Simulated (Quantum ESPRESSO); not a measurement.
# Co(0001), stepped through the number of layers, part 4 of 10

What law, if any, do the results for Co(0001) follow against the number of layers?

Quantum ESPRESSO 7.5; plane-wave DFT, PBE, GBRV ultrasoft pseudopotentials.

So far. Step 2 (Variable-cell relaxation of the reference):  The last row is no step: it is a fresh SCF in the final cell with a new plane-wave basis, +2 meV from the row before. Step 4 (Relaxation with pw.x, 4 layers): The relaxation lowers the energy by 8 meV an atom.

## (5) SCF with pw.x, 4 layers

A run under open boundaries on these atoms gives the vacuum levels.

Contents of m0.esm.in:

```
&control
  prefix = 'm0.esm'
  outdir = './out'
  pseudo_dir = './pseudo'
  calculation = 'scf'
  tprnfor = .true.
/
&system
  ibrav = 0
  nat = 4
  ntyp = 1
  ecutwfc = 40
  ecutrho = 200
  occupations = 'smearing'
  smearing = 'mv'
  degauss = 0.02
  assume_isolated = 'esm'
  esm_bc = 'bc1'
  nspin = 2
  starting_magnetization(1) = 0.28
/
&electrons
  conv_thr = 1e-08
  mixing_beta = 0.25
  electron_maxstep = 160
  mixing_mode = 'local-TF'
  mixing_ndim = 12
/
ATOMIC_SPECIES
  Co  58.9332  co_pbe_v1.2.uspp.F.UPF
CELL_PARAMETERS angstrom
  2.49074828400000 0.00000000000000 0.00000000000000
  1.24537414200000 2.15705128837650 0.00000000000000
  0.00000000000000 0.00000000000000 21.89535186963360
ATOMIC_POSITIONS crystal
  Co  0.666666666700 0.666666666700 -0.136376250700
  Co  0.000000000000 0.000000000000 -0.047422918500
  Co  0.666666666700 0.666666666700 0.047422918500
  Co  0.000000000000 0.000000000000 0.136376250700
K_POINTS automatic
  12 12 1 0 0 0
```

Started as:

```
$ OMP_NUM_THREADS=1 mpirun -n 4 pw.x -nk 4 -in m0.esm.in > m0.esm.out
```

The program printed:

```text
[banner, memory and clock lines left out]
Program PWSCF v.7.5 starts
[citation notice left out]

[...]
Message from routine setup:
[...]
bravais-lattice index     =            0
     lattice parameter (alat)  =       4.7068  a.u.
     unit-cell volume          =     793.8507 (a.u.)^3
     number of atoms/cell      =            4
     number of atomic types    =            1
     number of electrons       =        68.00
     number of Kohn-Sham states=           41
     kinetic-energy cutoff     =      40.0000  Ry
     charge density cutoff     =     200.0000  Ry
     scf convergence threshold =      1.0E-08
     mixing beta               =       0.2500
     number of iterations used =           12  local-TF  mixing
     Exchange-correlation= SLA  PW   PBE  PBE
                           (   1   4   3   4   0   0   0)

     Effective Screening Medium Method
     Boundary Conditions: Vacuum-Slab-Vacuum
     total charge in unit cell        =   0.0000
     grid points for fit at edges     =        4

[...]
PseudoPot. # 1 for Co read from file:
     ./pseudo/co_pbe_v1.2.uspp.F.UPF
     Pseudo is Ultrasoft + core correction, Zval = 17.0
     Generated by new atomic code, or converted to UPF format
     Using radial grid of  863 points,  6 beta functions with:
                l(1) =   0
                l(2) =   0
                l(3) =   1
                l(4) =   1
                l(5) =   2
                l(6) =   2
     Q(r) pseudized with  8 coefficients,  rinner =    1.200   1.200   1.200
                                                       1.200   1.200

     atomic species   valence    mass     pseudopotential
     Co               17.00    58.93320     Co( 1.00)

     Starting magnetic structure
     atomic species   magnetization
     Co              0.280

     12 Sym. Ops., with inversion, found ( 6 have fractional translation)

[...]
number of k points=    19  Marzari-Vanderbilt smearing, width (Ry)=  0.0200
[...]
Dense  grid:    38059 G-vectors     FFT dimensions: (  24,  24, 192)

     Smooth grid:    27251 G-vectors     FFT dimensions: (  24,  24, 180)

     Check: negative core charge=   -0.000029
     Generating pointlists ...
     new r_m :   0.4010 (alat units)  1.8872 (a.u.) for type    1

     Initial potential from superposition of free atoms

     starting charge      64.0000, renormalised to      68.0000

     negative rho (up, down):  6.112E-05 3.438E-05
     Starting wfcs are   52 randomized atomic wfcs

     per-process dynamical memory:    60.9 Mb

     Self-consistent Calculation

     iteration #  1     ecut=    40.00 Ry     beta= 0.25
     Davidson diagonalization with overlap
     ethr =  1.00E-02,  avg # of iterations =  4.6

     negative rho (up, down):  2.104E-02 1.716E-02

     total energy              =   -1194.90017856 Ry
     estimated scf accuracy    <      34.58477564 Ry

     total magnetization       =     7.89 Bohr mag/cell
     absolute magnetization    =     8.62 Bohr mag/cell

     iteration #  2     ecut=    40.00 Ry     beta= 0.25
[...]
negative rho (up, down):  5.854E-02 5.165E-02

[...]
total energy              =   -1188.55226101 Ry
     estimated scf accuracy    <      16.24224595 Ry

     total magnetization       =     9.84 Bohr mag/cell
     absolute magnetization    =    10.22 Bohr mag/cell

     iteration #  3     ecut=    40.00 Ry     beta= 0.25
[...]
negative rho (up, down):  5.015E-02 4.511E-02

[...]
total energy              =   -1193.59698743 Ry
     estimated scf accuracy    <       5.03855187 Ry

     total magnetization       =     6.44 Bohr mag/cell
     absolute magnetization    =     6.76 Bohr mag/cell

     iteration #  4     ecut=    40.00 Ry     beta= 0.25
[...]
negative rho (up, down):  4.594E-02 4.184E-02

[...]
total energy              =   -1193.62836487 Ry
     estimated scf accuracy    <       1.62141509 Ry

     total magnetization       =     7.12 Bohr mag/cell
     absolute magnetization    =     7.69 Bohr mag/cell

     iteration #  5     ecut=    40.00 Ry     beta= 0.25
[...]
negative rho (up, down):  3.729E-02 3.558E-02

[...]
total energy              =   -1193.64553156 Ry
     estimated scf accuracy    <       0.61608570 Ry

     total magnetization       =     7.36 Bohr mag/cell
     absolute magnetization    =     8.05 Bohr mag/cell

     iteration #  6     ecut=    40.00 Ry     beta= 0.25
[...]
negative rho (up, down):  3.547E-02 3.403E-02

[...]
total energy              =   -1193.81879389 Ry
     estimated scf accuracy    <       0.10200958 Ry

     total magnetization       =     7.45 Bohr mag/cell
     absolute magnetization    =     8.32 Bohr mag/cell

[...]
iteration # 52     ecut=    40.00 Ry     beta= 0.25
[...]
negative rho (up, down):  2.428E-04 0.000E+00

[...]
total energy              =   -1193.85041534 Ry
     estimated scf accuracy    <       0.00000006 Ry

     total magnetization       =     6.86 Bohr mag/cell
     absolute magnetization    =     7.61 Bohr mag/cell

     iteration # 53     ecut=    40.00 Ry     beta= 0.25
[...]
negative rho (up, down):  6.358E-05 1.591E-05

[...]
total energy              =   -1193.85043770 Ry
     estimated scf accuracy    <       0.00000005 Ry

     total magnetization       =     6.86 Bohr mag/cell
     absolute magnetization    =     7.61 Bohr mag/cell

     iteration # 54     ecut=    40.00 Ry     beta= 0.25
[...]
negative rho (up, down):  3.398E-05 3.358E-05

[...]
total energy              =   -1193.85041833 Ry
     estimated scf accuracy    <       0.00000001 Ry

     total magnetization       =     6.86 Bohr mag/cell
     absolute magnetization    =     7.61 Bohr mag/cell

     iteration # 55     ecut=    40.00 Ry     beta= 0.25
[...]
negative rho (up, down):  2.431E-05 1.347E-05

     Magnetic moment per site  (integrated on atomic sphere of radius R)
     atom   1 (R=0.401)  charge= 15.3904  magn=  1.8139
     atom   2 (R=0.401)  charge= 15.4550  magn=  1.7750
     atom   3 (R=0.401)  charge= 15.4550  magn=  1.7750
     atom   4 (R=0.401)  charge= 15.3904  magn=  1.8139

[...]
End of self-consistent calculation

 ------ SPIN UP ------------

          k = 0.0000 0.0000 0.0000 (  3407 PWs)   bands (ev):

  -101.3263-101.3052-101.1921-101.1916 -64.6944 -64.6051 -64.4504 -64.4240
   -64.4240 -64.4061 -64.4061 -64.4040 -64.2747 -64.2747 -64.2744 -64.2744
   -13.6406 -12.3682 -10.7870 -10.3314  -7.9396  -7.8995  -7.8170  -7.8170
    -7.7757  -7.7757  -7.6385  -7.5524  -7.5524  -7.4792  -7.4792  -6.8737
    -6.8737  -6.5108  -6.5108  -6.0850  -6.0850  -5.9922  -5.9922  -5.8372
    -4.8327

          k = 0.0000 0.0962 0.0000 (  3413 PWs)   bands (ev):

  -101.3235-101.3030-101.1899-101.1895 -64.6886 -64.6032 -64.4597 -64.4389
   -64.4285 -64.4129 -64.4097 -64.4060 -64.2898 -64.2892 -64.2784 -64.2781
   -13.4014 -12.1422 -10.5807 -10.1665  -8.1105  -7.9780  -7.9466  -7.8440
    -7.7200  -7.6802  -7.6380  -7.5483  -7.4849  -7.4661  -7.3895  -6.9725
    -6.9033  -6.6230  -6.5327  -6.4643  -6.2310  -6.0860  -5.9719  -5.1689
    -4.0918

[...]
the Fermi energy is    -5.0097 ev

!    total energy              =   -1193.85040851 Ry
     estimated scf accuracy    <          1.7E-09 Ry
     smearing contrib. (-TS)   =       0.00404705 Ry
     internal energy E=F+TS    =   -1193.85445557 Ry

     The total energy is F=E-TS. E is the sum of the following terms:
     one-electron contribution =   14281.93467811 Ry
     hartree contribution      =   -7155.62804802 Ry
     xc contribution           =    -130.61666652 Ry
     ewald contribution        =   -8189.54441913 Ry

     total magnetization       =     6.86 Bohr mag/cell
     absolute magnetization    =     7.61 Bohr mag/cell

     convergence has been achieved in  55 iterations

     negative rho (up, down):  2.431E-05 1.347E-05

     Forces acting on atoms (cartesian axes, Ry/au):

     atom    1 type  1   force =     0.00000000    0.00000000    0.00109283
     atom    2 type  1   force =     0.00000000    0.00000000   -0.00049136
     atom    3 type  1   force =     0.00000000    0.00000000    0.00049136
     atom    4 type  1   force =     0.00000000    0.00000000   -0.00109283

     Total force =     0.001695     Total SCF correction =     0.000442
     SCF correction compared to forces is large: reduce conv_thr to get better values

[...]
```

Wall time 5.8 min (4 MPI ranks of Arm Neoverse N1, shared host); peak memory 0.5 GiB.

Read from the output:

| Property | Result |
| --- | --- |
| Fermi energy | -5.010 eV |
| vacuum line at the lower end of the cell, over the Fermi level | 5.010 eV |
| vacuum line at the upper end of the cell, over the Fermi level | 5.010 eV |

The potential energy, planar mean oscillates, so the rows of the table below give means over windows of 1 Å about each position, cut where the curve ends. Its maxima inside the range that stand out by 2 % of the span (Å: eV): -2.0: -1.52, 0.0: -0.472, 2.0: -1.52. Its minima: -3.0: -27.0, -1.0: -27.1, 1.0: -27.1, 3.0: -27.0.

Electrostatic potential energy of an electron; zero at the Fermi level. Table of potential energy, planar mean by z; means over each step:

```csv
z (Å),"potential energy, planar mean (eV)"
-10,5.01
-9,5.01
-8,5.01
-7,5.01
-6,4.98
-5,4.60
-4,-0.0669
-3,-20.3
-2,-4.71
-1,-20.3
0,-3.13
1,-20.3
2,-4.71
3,-20.3
4,-0.0669
5,4.60
6,4.98
7,5.01
8,5.01
9,5.01
10,5.01
```

The vacuum levels are read from the outermost 0.7 Å of the cell on either side.

Inside the slab this potential holds the local part of the pseudopotentials, which can be repulsive at the nuclei; only its value in the vacuum has a meaning of its own.

[end of part 4 of 10]

[Logs are printed without paths, hosts, clocks, repeated set-up lines and the standing remarks that a program may print on its own settings, such as how far it seeks lower states.]

[Hosts, paths, dates, database ids (printed as entryN), source tags and the programs' standing remarks are cut or masked in the printed files.]

[Maps of the electrostatic potential energy from Ansatz leave out the sawtooth potential of an applied field or a dipole correction, so their vacuum need not be flat; planar profiles and work functions include it.]
